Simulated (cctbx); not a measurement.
# Accept or mend?

Cell a = 8.7920 Å, b = 7.4360 Å, c = 11.2230 Å, α = 90.00°, β = 90.00°, γ = 90.00°; space group Pmc2_1 (no. 26). The compound is Y10V5Ni.

The data are simulated with cctbx, not measured: Ag Kα, λ = 0.56087 Å, to d = 0.6 Å, 50 % of the full sphere, strongest reflection 70000 counts, noise from counting, a 1.5 % proportional error and a noise floor of 8 counts (s.d.); no absorption.

An anisotropic refinement with weights 1/σ² prints:

```text
Rint 0.021, 3411 unique reflections to 0.60 A
cycle     R1     wR2    GooF  max shift (A)
   1  0.1590  0.3589  11.404   0.01369
   3  0.0731  0.1821   5.785   0.00003
final R1 0.0731 wR2 0.1821 GooF 5.785  parameters 84  data/parameter 40.6
atom        x        y        z      Ueq    occ   su(xyz)  su(Uiso or U11)
Y1     0.00000  0.12397  0.20278   0.0078  1.000  0.00024  0.0006
Y2     0.50000  0.41047  0.78637   0.0090  1.000  0.00025  0.0007
Y3     0.00000  0.30238  0.49932   0.0096  1.000  0.00025  0.0006
Y4     0.50000  0.23156  0.50471   0.0099  1.000  0.00025  0.0006
V1     0.00000  0.59234  0.29057  -0.0103  1.000  0.00025  0.0006  NPD
Y5     0.50000  0.92525  0.72489   0.0075  1.000  0.00024  0.0007
Y6     0.18490  0.07073  0.93524   0.0110  1.000  0.00018  0.0005
Y7     0.72546  0.43021  0.06255   0.0082  1.000  0.00017  0.0005
Ni1    0.00000  0.32725  0.00983   0.0127  1.000  0.00044  0.0011
V2     0.50000  0.16258  0.96745   0.0114  1.000  0.00056  0.0014
V3     0.73990  0.68999  0.82998   0.0099  1.000  0.00040  0.0010
Y8     0.24351  0.82002  0.17085   0.0424  1.000  0.00043  0.0014
difference map: max 17.92 min -6.72 rms 0.96
Q1    0.0000  0.4076  0.7956    2   18.23  0.06 A from V1
Q2    0.5000  0.0718  0.2355    2    6.35  0.12 A from Y5
Q3    0.2434  0.1845  0.6721    4    4.22  0.04 A from Y8
Q4    0.0000  0.4471  0.3289    2    4.21  1.16 A from V1
Q5    0.5000  0.2390  0.5075    2    4.11  0.06 A from Y4
Q6    0.1766  0.0819  0.9315    4    3.90  0.12 A from Y6
```

**Question.** Can this result stand? If not, what is the likely fault?

Mend it. The fault: elements exchanged: Y8 is V and V1 is Y. Against the right model at the same level, R1 goes from 0.0149 to 0.0731 and GooF from 0.97 to 5.79, U of V1 shrinks from 0.0084 to -0.0103 Å², U of Y8 swells from 0.0124 to 0.0424 Å², the top difference peak, 18.2 e/Å³, lies on V1 and V1 goes non-positive-definite. Y8 has 16 electrons too many and its U swells to shed them, as expected; V1 has 16 electrons too few and its U shrinks to make up, as expected.

The compound is Y10V5Ni. The right model at the same level gives:

```text
Rint 0.021, 3411 unique reflections to 0.60 A
cycle     R1     wR2    GooF  max shift (A)
   1  0.0150  0.0308   0.979   0.00034
   2  0.0149  0.0305   0.971   0.00000
final R1 0.0149 wR2 0.0305 GooF 0.971  parameters 84  data/parameter 40.6
atom        x        y        z      Ueq    occ   su(xyz)  su(Uiso or U11)
Y1     0.00000  0.12407  0.20241   0.0081  1.000  0.00004  0.0001
Y2     0.50000  0.41033  0.78635   0.0095  1.000  0.00004  0.0001
Y3     0.00000  0.30231  0.49947   0.0096  1.000  0.00004  0.0001
Y4     0.50000  0.23183  0.50463   0.0099  1.000  0.00004  0.0001
Y5     0.00000  0.59205  0.29064   0.0084  1.000  0.00004  0.0001
Y6     0.50000  0.92573  0.72556   0.0088  1.000  0.00004  0.0001
Y7     0.18472  0.07087  0.93500   0.0111  1.000  0.00003  0.0001
Y8     0.72540  0.43032  0.06238   0.0087  1.000  0.00003  0.0001
Ni1    0.00000  0.32643  0.00993   0.0126  1.000  0.00007  0.0002
V1     0.50000  0.16159  0.96774   0.0129  1.000  0.00010  0.0003
V2     0.73836  0.68996  0.82977   0.0102  1.000  0.00006  0.0002
V3     0.24375  0.81879  0.17083   0.0124  1.000  0.00007  0.0002
Flack x: 0.002(8)
Hooft y: 0.002(8)  Bijvoet pairs: 1501
difference map: max 0.74 min -0.66 rms 0.15
Q1    0.0485  0.2804  0.1516    4    0.74  1.36 A from Y1
Q2    0.0000  0.0391  0.8924    2    0.72  1.71 A from Y7
Q3    0.2603  0.4921  0.3051    4    0.69  1.38 A from V2
Q4    0.5000  0.5122  0.2825    2    0.62  0.58 A from Y2
Q5    0.5000  0.3736  0.5771    2    0.61  1.33 A from Y4
Q6    0.0000  0.4176  0.6992    2    0.59  1.03 A from Y5
```

The model is made up (kin elements in a known structure type, no relaxation), so it says nothing on whether the phase exists.

[Middle refinement cycles are left out of these outputs.]

[Logs are printed without paths, hosts, clocks, repeated set-up lines and the standing remarks that a program may print on its own settings, such as how far it seeks lower states.]
